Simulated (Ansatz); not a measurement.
**GaN (F-43m):F_N, thermodynamic levels from a 54-atom cell**

Wanted: the transition levels of a substitutional impurity in GaN (F-43m), from a cell of 54 host atoms with 1 N taken out and 1 F put in.

Main program and level: Ansatz 0.2.0; place-levels on r2SCAN runs: charge-transition levels and formation energies with image-charge correction and potential alignment at the atomic sites; PAW set soft_1.

## (1) Starting point

The cell holds 54 atoms: 27 Ga, 26 N and 1 F. Its edges and angles: a = 9.542 Å, b = 9.542 Å, c = 9.542 Å, α = 60.0°, β = 60.0°, γ = 60.0°. It derives from GaN (space group F-43m). Nearest the centre at fractional (0.417, 0.417, 0.417): F28 at 0.00 Å, Ga29 at 1.95 Å, Ga45 at 1.95 Å, Ga33 at 1.95 Å, Ga27 at 1.95 Å, N46 at 3.18 Å, N34 at 3.18 Å, N16 at 3.18 Å.

Structure file:

```xyz
54
Lattice="0.0000 6.7473 6.7473 6.7473 0.0000 6.7473 6.7473 6.7473 0.0000" Properties=species:S:1:pos:R:3 pbc="T T T"
Ga    0.0000    0.0000    0.0000
N     1.1245    1.1245    1.1245
Ga    2.2491    2.2491    0.0000
N     3.3736    3.3736    1.1245
Ga    4.4982    4.4982    0.0000
N     5.6227    5.6227    1.1245
Ga    2.2491    0.0000    2.2491
N     3.3736    1.1245    3.3736
Ga    4.4982    2.2491    2.2491
N     5.6227    3.3736    3.3736
Ga    6.7473    4.4982    2.2491
N     7.8718    5.6227    3.3736
Ga    4.4982    0.0000    4.4982
N     5.6227    1.1245    5.6227
Ga    6.7473    2.2491    4.4982
N     7.8718    3.3736    5.6227
Ga    8.9964    4.4982    4.4982
N    10.1209    5.6227    5.6227
Ga    0.0000    2.2491    2.2491
N     1.1245    3.3736    3.3736
Ga    2.2491    4.4982    2.2491
N     3.3736    5.6227    3.3736
Ga    4.4982    6.7473    2.2491
N     5.6227    7.8718    3.3736
Ga    2.2491    2.2491    4.4982
N     3.3736    3.3736    5.6227
Ga    4.4982    4.4982    4.4982
F     5.6227    5.6227    5.6227
Ga    6.7473    6.7473    4.4982
N     7.8718    7.8718    5.6227
Ga    4.4982    2.2491    6.7473
N     5.6227    3.3736    7.8718
Ga    6.7473    4.4982    6.7473
N     7.8718    5.6227    7.8718
Ga    8.9964    6.7473    6.7473
N    10.1209    7.8718    7.8718
Ga    0.0000    4.4982    4.4982
N     1.1245    5.6227    5.6227
Ga    2.2491    6.7473    4.4982
N     3.3736    7.8718    5.6227
Ga    4.4982    8.9964    4.4982
N     5.6227   10.1209    5.6227
Ga    2.2491    4.4982    6.7473
N     3.3736    5.6227    7.8718
Ga    4.4982    6.7473    6.7473
N     5.6227    7.8718    7.8718
Ga    6.7473    8.9964    6.7473
N     7.8718   10.1209    7.8718
Ga    4.4982    4.4982    8.9964
N     5.6227    5.6227   10.1209
Ga    6.7473    6.7473    8.9964
N     7.8718    7.8718   10.1209
Ga    8.9964    8.9964    8.9964
N    10.1209   10.1209   10.1209
```

Screening for the image-charge correction: ε∞ = 6.00, ε0 = 10.56, computed on the host (DFPT, PBEsol, on the r2SCAN cell), and a cell off the functional's own equilibrium shifts the ionic part.

The cell's shortest repeat is 9.5 Å.

## (2) What was run first

Levels follow from differences of total energies between charge states, each relaxed by itself.

Each atom starts 0.05 Å or so off its site in a random direction: a symmetric start keeps its symmetry, and would miss off-centre moves and Jahn–Teller distortions. Forces are taken on a 2×2×2 shifted mesh. The cell holds 1 electron more than the neutral one, with a uniform background that keeps it neutral on the whole. The electron count is odd, so at least one spin is unpaired; this run locks the moment at 1 μB.

The sampling was tested on the host first: at the k-points planned (1x1x1 shifted 0.25 0.25 0.25) its energy lies 0.067 eV an atom from the dense-mesh value, so the final energies take a denser sampling.

One state's input; the others differ in charge, spin, start and seed, and in occupations where the table says so.

The input, qm1_M1.relax/input.yaml:

```yaml
crystal:
  lattice:
    - [0.0, 2.24909694, 2.24909694]
    - [2.24909694, 0.0, 2.24909694]
    - [2.24909694, 2.24909694, 0.0]
  atoms:
    - { symbol: Ga, position: [0.0, 0.0, 0.0] }
    - { symbol: "N", position: [0.25, 0.25, 0.25] }
  supercell: [3, 3, 3]
  defects: [{ substitution: { at: 27, symbol: F } }]
total_charge: -1
basis:
  ecutwfc: 500
  xc_grid: 2
hamiltonian:
  xc: r2scan
  pseudopotentials: { kind: paw, azcp: { folder: soft_1 } }
kpoints:
  mp_grid: { grid: [2, 2, 2], shift: [0.5, 0.5, 0.5] }
magnetization:
  spin_polarized: true
  initial_magnetization: 1
  spin_locking: { lock_magnetization: hard }
scf:
  occupations: { method: fixed }
  max_iter: 60
output:
  forces: true
  charged_corrections: { epsilon: 6.0, static_epsilon: 10.56 }
relax:
  f_tol: 0.02
  max_steps: 80
  random_displacement: { amplitude: 0.05, seed: 7476 }
checkpoint:
  write: "../qm1_M1.relax.run"
  compress: false
  write_wavefunctions: true
  write_every: 100000
```

On the command line:

```bash
$ ansatz run input.yaml --threads 4 --pin off --max-ram 15073MiB --backend cpu --events-out ev --progress --plain --runs-dir out
```

The run of this state that the levels use, under r2SCAN:

The input, qm1_M1.point/input.yaml:

```yaml
crystal:
  checkpoint: "../qm1_M1.relax.run"
  host: checkpoint
total_charge: -1
basis:
  ecutwfc: 500
  xc_grid: 2
hamiltonian:
  xc: r2scan
  pseudopotentials: { kind: paw, azcp: { folder: soft_1 } }
kpoints:
  mp_grid: { grid: [2, 2, 2], shift: [0.5, 0.5, 0.5] }
magnetization:
  spin_polarized: true
  initial_magnetization: 1
  spin_locking: { lock_magnetization: hard }
scf:
  occupations: { method: fixed }
  max_iter: 60
output:
  forces: true
  eigenvalues: true
  charged_corrections:
    epsilon: 6.0
    static_epsilon: 10.56
    defect_position: [0.416667, 0.416667, 0.416667]
  eigenstates: { localisation: true }
  populations: true
  efg: {}
checkpoint:
  read: "../qm1_M1.relax.run"
  write: "../qm1_M1.point.run"
  compress: false
  write_wavefunctions: false
  write_every: 100000
```

Relaxations under r2SCAN at a 2×2×2 shifted mesh; times on 4 threads of Intel Xeon Platinum 8375C at 2.90GHz (Ice Lake), shared host:

```tsv
charge	moment (μB)	occupations	outcome	steps	largest displacement against the far atoms (Å)	time
−1	1	fixed	converged	15	1.10	29 min
0	0	fixed	converged	13	0.98	9.7 min
+1	1	fixed	converged	9	0.52	18 min
+2	0	fixed	converged	6	0.24	6.2 min
```

Single points under r2SCAN at a 2×2×2 shifted mesh; times on 4 threads of Intel Xeon Platinum 8375C at 2.90GHz (Ice Lake), shared host:

```tsv
charge	moment (μB)	occupations	outcome	time
−1	1	fixed	converged	2 min
0	0	fixed	converged	57 s
+1	1	fixed	converged	2 min
+2	0	fixed	converged	59 s
```

Distances (Å) from F28 to the nearest atoms after relaxation with r2SCAN:

```tsv
charge	moment (μB)	1.	2.	3.	4.	5.	6.
−1	1	Ga 1.86	Ga 1.87	N 2.60	N 2.60	Ga 2.62	Ga 2.62
0	0	Ga 1.88	Ga 1.88	Ga 2.56	Ga 2.56	N 2.66	N 2.66
+1	1	Ga 2.04	Ga 2.04	Ga 2.04	Ga 2.56	N 2.79	N 2.79
+2	0	Ga 2.19	Ga 2.19	Ga 2.19	Ga 2.19	N 3.18	N 3.18
```

## (3) place-levels, r2SCAN

A charged cell interacts with its images and the background, and its potential has another zero than the host's. place-levels removes the first by a point-charge model, screened by the static dielectric constant since the ions have relaxed around the charge, and the second by comparing potentials at atoms far from the defect.

The host is a run of the defect-free crystal in the same cutoffs, grids and k-points, so that basis and sampling errors cancel in part in the differences. The host is run in a cell of 2 atoms on a matching mesh. Its band edges are searched through the zone by a band path, so the gap is smaller than, or equal to, that on the mesh. Chemical potentials are energies per atom of N (N2 molecule) and F (F2 molecule), run with the same functional and cutoff.

The input, levels.point.yaml:

```yaml
host:
  run: host.point.run
states: [qm1_M1.point.run, q0.point.run, qp1_M1.point.run, qp2.point.run]
geometry_from:
  qm1_M1.point.run: qm1_M1.relax.run
  q0.point.run: q0.relax.run
  qp1_M1.point.run: qp1_M1.relax.run
  qp2.point.run: qp2.relax.run
  host.point.run: host.relax.run
chemical_potentials:
  "N":
    energy: -384.814403
    dataset: "<sha256 of the dataset>"
  F:
    energy: -806.862156
    dataset: "<sha256 of the dataset>"
epsilon: 6.0
static_epsilon: 10.56
vertical:
  - { from: qm1_M1.point.run, to: qm1_M1.point_neutral.run }
  - { from: qp1_M1.point.run, to: qp1_M1.point_neutral.run }
  - { from: qp2.point.run, to: qp2.point_neutral.run }
```

On the command line:

```bash
$ ansatz place-levels levels.point.yaml -- --threads 4 --pin off --max-ram 15073MiB
```

Numbers of over 12 decimals in the logs are rounded to 6 here.

What it wrote:

```text
[... repeated set-up lines and file paths are left out, and long positions are rounded to six places ...]
(+2/+1) 2.284 eV above the valence edge, in the conduction band; not on the lower envelope
(+1/0) 1.918 eV above the valence edge, 0.251 eV under the conduction edge; not on the lower envelope
(0/-1) 2.234 eV above the valence edge (+3.586 eV without the band-filling correction), in the conduction band
(+2/0) 2.101 eV above the valence edge, 0.067 eV under the conduction edge: charges between them are lowest nowhere
formation energy of charge +2: -3.510 eV with the Fermi level at the valence edge
formation energy of charge +1: -1.225 eV with the Fermi level at the valence edge
formation energy of charge 0: +0.692 eV with the Fermi level at the valence edge
formation energy of charge -1: +2.927 eV with the Fermi level at the valence edge
vertical -1 to 0: no energy, since no alignment is typed
  the change from vertical[0].from (qm1_M1.point.run) to vertical[0].to (qm1_M1.point_neutral.run): by its potential at epsilon 6 it stands at 0.441 0.442 0.420, with an rms radius of about 4.1 Å (2.5 2.5 2.0 Å across the planes of the cell's vectors); [...]
vertical +1 to 0: no energy, since no alignment is typed
  the change from vertical[1].from (qp1_M1.point.run) to vertical[1].to (qp1_M1.point_neutral.run): by its potential at epsilon 6 it stands at 0.390 0.388 0.390, with an rms radius of about 2.4 Å (1.4 1.4 1.4 Å across the planes of the cell's vectors); [...]
vertical +2 to 0: no energy, since no alignment is typed
  the change from vertical[2].from (qp2.point.run) to vertical[2].to (qp2.point_neutral.run): by its potential at epsilon 6 it stands at 0.404 0.404 0.404, with an rms radius of about 3.1 Å (1.8 1.8 1.8 Å across the planes of the cell's vectors); [...]
  edges by r2scan, gap 2.168 eV; the host is sampled to repeats of 19.08 Å
  the defect's cells are sampled to repeats of 19.08 Å, like sampling
  charge +2: -113206.6153 eV with its correction of +0.796 eV, at epsilon 10.56, aligned at sites: -0.0651 eV, mean over 19 atomic sites at or beyond 4.77 Å from the defect at [0.4167, 0.4167, 0.4167], with +0.000000 for the charge's moments and without [...]
  charge +1: -113194.8813 eV with its correction of +0.208 eV, at epsilon 10.56, aligned at sites: -0.0232 eV, mean over 19 atomic sites at or beyond 4.77 Å from the defect at [0.4167, 0.4167, 0.4167], with +0.000000 for the charge's moments and without [...]
  charge 0: +0.000 eV for its dipole among its images, +0.000 omitted
  charge -1: -113170.4781 eV with its correction of +0.177 eV, at epsilon 10.56, aligned at sites: +0.0549 eV, mean over 19 atomic sites at or beyond 4.77 Å from the defect at [0.4167, 0.4167, 0.4167], with +0.000000 for the charge's moments and without [...]
  of states[3] (qp2.point.run): it parts from the run at its places by a charge that spreads by about 1.8 Å along one vector (1.3 Å or more is wide), by its potential at epsilon 6, taken for that of held ions (one typed too small widens it), where the cell [...]
  of states[2] (qp1_M1.point.run): it parts from the run at its places by a charge that spreads by about 1.4 Å along one vector (1.3 Å or more is wide), by its potential at epsilon 6, taken for that of held ions (one typed too small widens it), where the cell [...]
  of states[0] (qm1_M1.point.run): it parts from the run at its places by a charge that spreads by about 2.5 Å along one vector (1.3 Å or more is wide), by its potential at epsilon 6, taken for that of held ions (one typed too small widens it), where the cell [...]
  of vertical[0].from (qm1_M1.point.run): stability_check_not_made; [...]
  of vertical[1].from (qp1_M1.point.run): stability_check_not_made; [...]
  of vertical[2].from (qp2.point.run): it parts from the run at its places by a charge that spreads by about 1.8 Å along one vector (1.3 Å or more is wide), by its potential at epsilon 6, taken for that of held ions (one typed too small widens it), where the [...]
```

It took 0.89 s on 4 threads of Intel Xeon Platinum 8375C at 2.90GHz (Ice Lake), shared host.

Levels between the charges placed, in eV above the valence top:

```tsv
	gap (eV)	(+2/+1)	(+1/0)	(0/−1)
r2SCAN	2.17	2.28	1.92	2.23
```

Corrections by state:

```tsv
charge	moment (μB)	image terms and alignment (eV)	band filling (eV)	ε used	over the lowest of its charge, as the program ranks them, band filling apart (eV)
+2	0.0	0.796	-	10.56	0.000
+1	1.0	0.208	-	10.56	0.000
0	0.0	0.000	-	-	0.000
−1	1.0	0.177	-1.352	10.56	0.000
```

The charged structures listed were also run neutral, and place-levels reads from each pair, by the potential or the spins, how wide the charge is by which they differ; that can be the carrier of either run.

```tsv
charge	rms radius (Å)	spread where it is widest against the cell (Å)	wide from (Å)	reading
+2	3.1	1.80	1.35	wide
+1	2.4	1.39	1.35	wide
−1	4.1	2.50	1.35	wide
```

The neutral runs of these pairs need not share the spin of the lowest neutral state, and very wide values only mean spread over the cell.

From the program's caveats on the states, each cut to its opening words:

- charge +2: it parts from the run at its places by a charge that spreads by about 1.8 Å along one vector (1.3 Å or more is wide), by its potential at epsilon 6, taken for [...]
- charge +2: its alignment with the host at atomic sites is doubtful: the mean over the far sites moves by -0.2515 eV from their farther parts to their nearer, more than [...]
- charge +1 (1 μB): it parts from the run at its places by a charge that spreads by about 1.4 Å along one vector (1.3 Å or more is wide), by its potential at epsilon 6, taken for [...]
- charge +1 (1 μB): its alignment with the host at atomic sites is doubtful: the mean over the far sites moves by -0.1194 eV from their farther parts to their nearer, more than [...]
- charge +1 (1 μB), −1 (1 μB): flagged: stability check not made
- charge −1 (1 μB): it parts from the run at its places by a charge that spreads by about 2.5 Å along one vector (1.3 Å or more is wide), by its potential at epsilon 6, taken for [...]
- charge −1 (1 μB): a band-filling correction moves a carrier to the host's band edge, which changes its energy by -1.352 eV

The host's formation energy from the elements is -0.646 eV per atom; it sets how far the chemical potentials can move.

Limit set by the element alone; other compounds of these elements are not counted. Chemical potentials from the elements' reference states: Ga 0.00 eV, N -1.29 eV, F 0.00 eV. Formation energies (Ga-rich), with the Fermi level at the valence top and at the conduction bottom (gap 2.17 eV):

```tsv
charge	at valence top (eV)	at conduction bottom (eV)	correction included (eV)
+2	-4.80	-0.46	0.80
+1	-2.52	-0.35	0.21
0	-0.60	-0.60	0.00
−1	1.64	-0.53	-1.18
```

```tsv
Fermi level (eV)	lowest formation energy (eV)
0.00	-4.80
0.20	-4.41
0.39	-4.01
0.59	-3.62
0.79	-3.23
0.98	-2.83
1.18	-2.43
1.38	-2.04
1.58	-1.65
1.77	-1.25
1.97	-0.86
2.17	-0.60
```

Limit set by the element alone; other compounds of these elements are not counted. Chemical potentials from the elements' reference states: N 0.00 eV, Ga -1.29 eV, F 0.00 eV. Formation energy by charge state (N-rich; gap 2.17 eV):

```tsv
charge	at valence top (eV)	at conduction bottom (eV)	correction included (eV)
+2	-3.51	0.83	0.80
+1	-1.23	0.94	0.21
0	0.69	0.69	0.00
−1	2.93	0.76	-1.18
```

| Fermi level (eV) | lowest formation energy (eV) |
| --- | --- |
| 0.00 | -3.51 |
| 0.20 | -3.12 |
| 0.39 | -2.72 |
| 0.59 | -2.33 |
| 0.79 | -1.93 |
| 0.98 | -1.54 |
| 1.18 | -1.14 |
| 1.38 | -0.75 |
| 1.58 | -0.35 |
| 1.77 | 0.04 |
| 1.97 | 0.43 |
| 2.17 | 0.69 |

## (4) Results

```json
{
 "gap of the host": "2.17 eV (r2SCAN)",
 "level (plus 2/plus 1)": "2.28 eV above the valence top, past the conduction bottom, not a change between lowest states",
 "level (plus 1/0)": "1.92 eV above the valence top, not a change between lowest states",
 "level (0/minus 1)": "2.23 eV above the valence top, past the conduction bottom (3.59 eV above the valence top without the band-filling term)",
 "level (plus 2/0)": "2.10 eV above the valence top",
 "lowest of the charges placed, just above the valence top (0.02 eV)": "+2",
 "lowest of the charges placed, just below the conduction bottom (0.02 eV)": "0",
 "lowest formation energy at mid-gap of the charges run, Ga-rich": "-2.63 eV",
 "lowest formation energy at mid-gap of the charges run, N-rich": "-1.34 eV"
}
```

In words: Of the charges placed (−1, 0, +1 and +2), the lowest changes at 2.10 eV (+2/0) above the valence top, in a gap of 2.17 eV. (+2/0) lies nearer to a band edge than the share of the finite-size correction in it (0.40 eV), and that correction holds for a localised charge alone. (+2/0) passes over charge +1, which lies 0.18 eV above the two there; a lower structure or spin state of it, if missed, would change that. Charges above +2 were not placed, so these runs say nothing of levels that involve them. States placed: +2 at 0 μB; +1 at 1 μB; 0 at 0 μB; −1 at 1 μB. Other spin states or structures, where not listed, weren't placed. The program finds carriers beyond a band edge of the host and adds a band-filling term at charge −1 (-1.35 eV); steps to such a charge show no bound level, and a defect level inside a band would be read the same way. At charge −1 and 0 the atom put in ends up to 1.1 Å from its starting place, so the name tells the start alone and the levels can join different sites. F is taken at its element; compounds, which aren't counted here, bound the chemical potentials and would shift these formation energies. The lowest formation energy (Ga-rich) is negative across the gap, so the defect would form by itself: these chemical potentials lie beyond what competing compounds allow, or the host is unstable against it. The program doubts the alignment of potentials for at least one state, a sign that the cell is small. Limits: r2SCAN makes the gap too small and tends to spread out bound carriers; where a gas molecule sets a chemical potential or the host's formation energy, its binding is uncorrected.

[Logs are printed without paths, hosts, clocks, repeated set-up lines and the standing remarks that a program may print on its own settings, such as how far it seeks lower states.]

[Hosts, paths, dates, database ids (printed as entryN), source tags and the programs' standing remarks are cut or masked in the printed files.]

[Where a table of states has a column of steps, it counts the stored structures, which are thinned; the runs took as many ionic steps or more.]

[A defect's name tells the site on which it was built; relaxed atoms can leave that site.]

[For some hosts the program warned that the k-mesh of the response run may be too coarse for force constants and the static dielectric constant; such warnings are not shown here.]
